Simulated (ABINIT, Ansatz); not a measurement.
# LiBiB2O6 (R-3): changed settings of a GW run in ABINIT

What do changed inputs do to GW on LiBiB2O6 (R-3)?

Main program and level: ABINIT 10.8.3; LDA and many-body steps on it, plane waves.

This is a report of a sequence of runs, with most program output left out.

### Step 1. Starting point

Symmetry: R-3, No. 148, trigonal system. The conventional cell has a = 4.879 Å, b = 4.879 Å, c = 15.675 Å, α = 90.00°, β = 90.00°, γ = 120.00°. Li has 6 O at 2.22 Å nearest. Nearest to B lie 3 O at 1.38 Å. Bi has 6 O at 2.17 Å nearest. Nearest to O lie 1 B at 1.38 Å and 1 Bi at 2.17 Å and 1 Li at 2.22 Å. Farther neighbours and most contacts between anions are not listed.

The cell and positions are those that the Materials Project relaxed with its own functionals (PBE, PBE+U or r2SCAN), kept fixed. Spin-orbit coupling is left out unless a step names it.

### Step 2. Screening, 2×2×2 mesh, 105 bands, screening to 114.3 eV

This step: ABINIT 10.8.3; RPA screening on LDA, plane waves, norm-conserving pseudopotentials.

The RPA dielectric matrix is built and inverted for each q.

Contents of run.abi:

```
acell 3*1.0 Angstrom
rprim 
  2.439250647883 1.408302018200 5.224968345293
  -2.439250647883 1.408302018200 5.224968345293
  0.000000000000 -2.816604036329 5.224968345313
ntypat 4
znucl 3 5 83 8
natom 10
typat 1 2 2 3 4 4 4 4 4 4
xred 
  0.500000000000 0.500000000000 0.500000000000
  0.254532000000 0.254532000000 0.254532000000
  0.745468000000 0.745468000000 0.745468000000
  -0.000000000000 -0.000000000000 0.000000000000
  0.031291000000 0.463879000000 0.746058000000
  0.536121000000 0.253942000000 0.968709000000
  0.253942000000 0.968709000000 0.536121000000
  0.746058000000 0.031291000000 0.463879000000
  0.463879000000 0.746058000000 0.031291000000
  0.968709000000 0.536121000000 0.253942000000
pp_dirpath "pseudos"
pseudos "Li.upf, B.upf, Bi.upf, O.upf"
ecut 44
ngkpt 2 2 2
nshiftk 1
shiftk 0 0 0
kptopt 1
chksymbreak 0
istwfk *1
occopt 1
irdwfk 1
optdriver 3
nband 105
ecuteps 4.2
inclvkb 2
awtr 1
symchi 1
indata_prefix "in"
outdata_prefix "out"
tmpdata_prefix "tmp"
```

Launch:

```bash
$ OMP_NUM_THREADS=1 mpirun -n 4 abinit run.abi > log
```

It took 50 s on 4 MPI ranks of AMD EPYC 9R14 (Zen 4), shared host; peak memory 2 GiB; 3.3 min of CPU time.

This step gave:

* ε∞ with local fields, on this mesh, along the program's q direction: 5.622
* the same without local fields: 6.823
* plasma frequency: 29.51 eV
* plane waves in the screening matrix: 309

Local fields lower ε∞ by 18 %. On a Γ-centred mesh this coarse the value itself is usually too large, while a short band sum pulls it down.

### Step 3. Base

The self-energy is evaluated for the states that the input lists, and the levels follow from it, in one-shot runs by the linearised quasiparticle equation.

This step: G0W0 on LDA, plane waves, norm-conserving pseudopotentials.

run.abi, as its differences from that of step 2:

```diff
@@ -31,8 +31,19 @@
 irdwfk 1
-optdriver 3
+optdriver 4
 nband 105
+gwcalctyp 0
+ecutsigx 44
+symsigma 1
+nkptgw 3
+kptgw 
+  0.5000000000 0.5000000000 0.0000000000
+  0.5000000000 0.5000000000 0.5000000000
+  0.0000000000 0.0000000000 0.0000000000
+bdgw 
+  33 36
+  33 36
+  33 36
 ecuteps 4.2
-inclvkb 2
-awtr 1
-symchi 1
+irdscr 1
+ppmodel 1
 indata_prefix "in"
```

The job ended after 15 s (4 MPI ranks; peak memory 1.8 GiB; 60 s of CPU time).

This step gave:

```yaml
g0w0_gap_on_the_points_computed: 2.715 eV
starting_gap_on_the_mesh: 1.292 eV
k_of_the_valence_top: 0.5, 0.5, 0
k_of_the_conduction_bottom: 0.5, 0.5, 0.5
z_at_the_valence_top: 0.766
z_at_the_conduction_bottom: 0.794
least_direct_g0w0_gap_on_the_computed_points: 2.992 eV
```

The gap on the mesh goes from 1.29 eV to 2.72 eV, a correction of +1.42 eV.

### Step 4. Broadening of the poles

run.abi, as its differences from that of step 3:

```diff
@@ -48,2 +48,3 @@
 ppmodel 1
+zcut 0.5 eV
 indata_prefix "in"
```

Run time: 16 s. Hardware: 4 MPI ranks; peak memory 1.8 GiB.

Numbers from this step:

```
G0W0 gap on the points computed              : 2.715 eV
starting gap on the mesh                     : 1.292 eV
k of the valence top                         : 0.5, 0.5, 0
k of the conduction bottom                   : 0.5, 0.5, 0.5
Z at the valence top                         : 0.766
Z at the conduction bottom                   : 0.794
least direct G0W0 gap on the computed points : 2.992 eV
```

Against G0W0 in ABINIT (2×2×2 mesh, 105 bands, screening to 114.3 eV, Godby-Needs plasmon pole), the gap moves by +0.000 eV.

### Step 5. Exchange cutoff of one hartree

run.abi, as its differences from that of step 4:

```diff
@@ -34,3 +34,3 @@
 gwcalctyp 0
-ecutsigx 44
+ecutsigx 1
 symsigma 1
@@ -48,3 +48,2 @@
 ppmodel 1
-zcut 0.5 eV
 indata_prefix "in"
```

Wall time 5.5 s (4 MPI ranks); peak memory 0.4 GiB.

The run ended normally, though the input holds a fault or crude settings.

The fault put into this input: exchange cutoff of one hartree. It printed a gap of 2.63 eV, an artefact of the input.

### Step 6. The runs together

Times are wall times on 4 MPI ranks of AMD EPYC 9R14 (Zen 4), shared host, good to a factor of about two. A run's time includes the screening step that it read.

```
                    run   mesh  bands  screening cutoff (eV)  DFT gap (eV)  gap on the mesh (eV)  direct (eV)  ε∞ used  time
                   base  2×2×2    105                  114.3         1.292                 2.715        2.992     5.62  65 s
broadening of the poles  2×2×2    105                  114.3         1.292                 2.715        2.992     5.62  65 s
```

### Step 7. Summary of results

| Item | Value |
| --- | --- |
| base | 2.715 eV |
| broadening of the poles | 2.715 eV |
| known limits | not at the basis limit; no spin-orbit coupling; coarse k mesh |

**Reading.** Broadening of the poles: no change against base (keys changed: zcut). Bands and cutoff are finite, so the gap is not at the basis limit. The miss can reach some tenths of an eV and take either sign; the mesh is an error of its own. In the G0W0 runs levels were corrected at 3 k points alone, so a gap called «on the mesh» is the least over those, and an edge elsewhere would be missed. The 2×2×2 mesh is coarse for this cell, which bears on the long-range parts of exchange and screening. Where an edge is built on 6p states of lead, bismuth or thallium, scalar-relativistic gaps usually stand too wide, by a few tenths to over one eV. The many-body steps are scalar-relativistic: spin-orbit coupling is not in them.

[Paths, hosts, dates, memory and timing lines, banners, echoed tables and standing remarks are left out of the program output.]

[Logs are printed without paths, hosts, clocks, repeated set-up lines and the standing remarks that a program may print on its own settings, such as how far it seeks lower states.]

[Runs of the session that timed out or met a known fault of the program may be left out.]

[Hosts, paths, dates, database ids (printed as entryN), source tags and the programs' standing remarks are cut or masked in the printed files.]

[G0W0 gaps are taken among the corrected bands and points alone; a level outside them can change the order at an edge.]

[Where Ansatz stands beside ABINIT at settings called matched, ABINIT's density can come from a denser mesh and the files from another edition; pairs whose starting gaps differed by over 0.03 eV were left out, so agreement reads better than it is.]
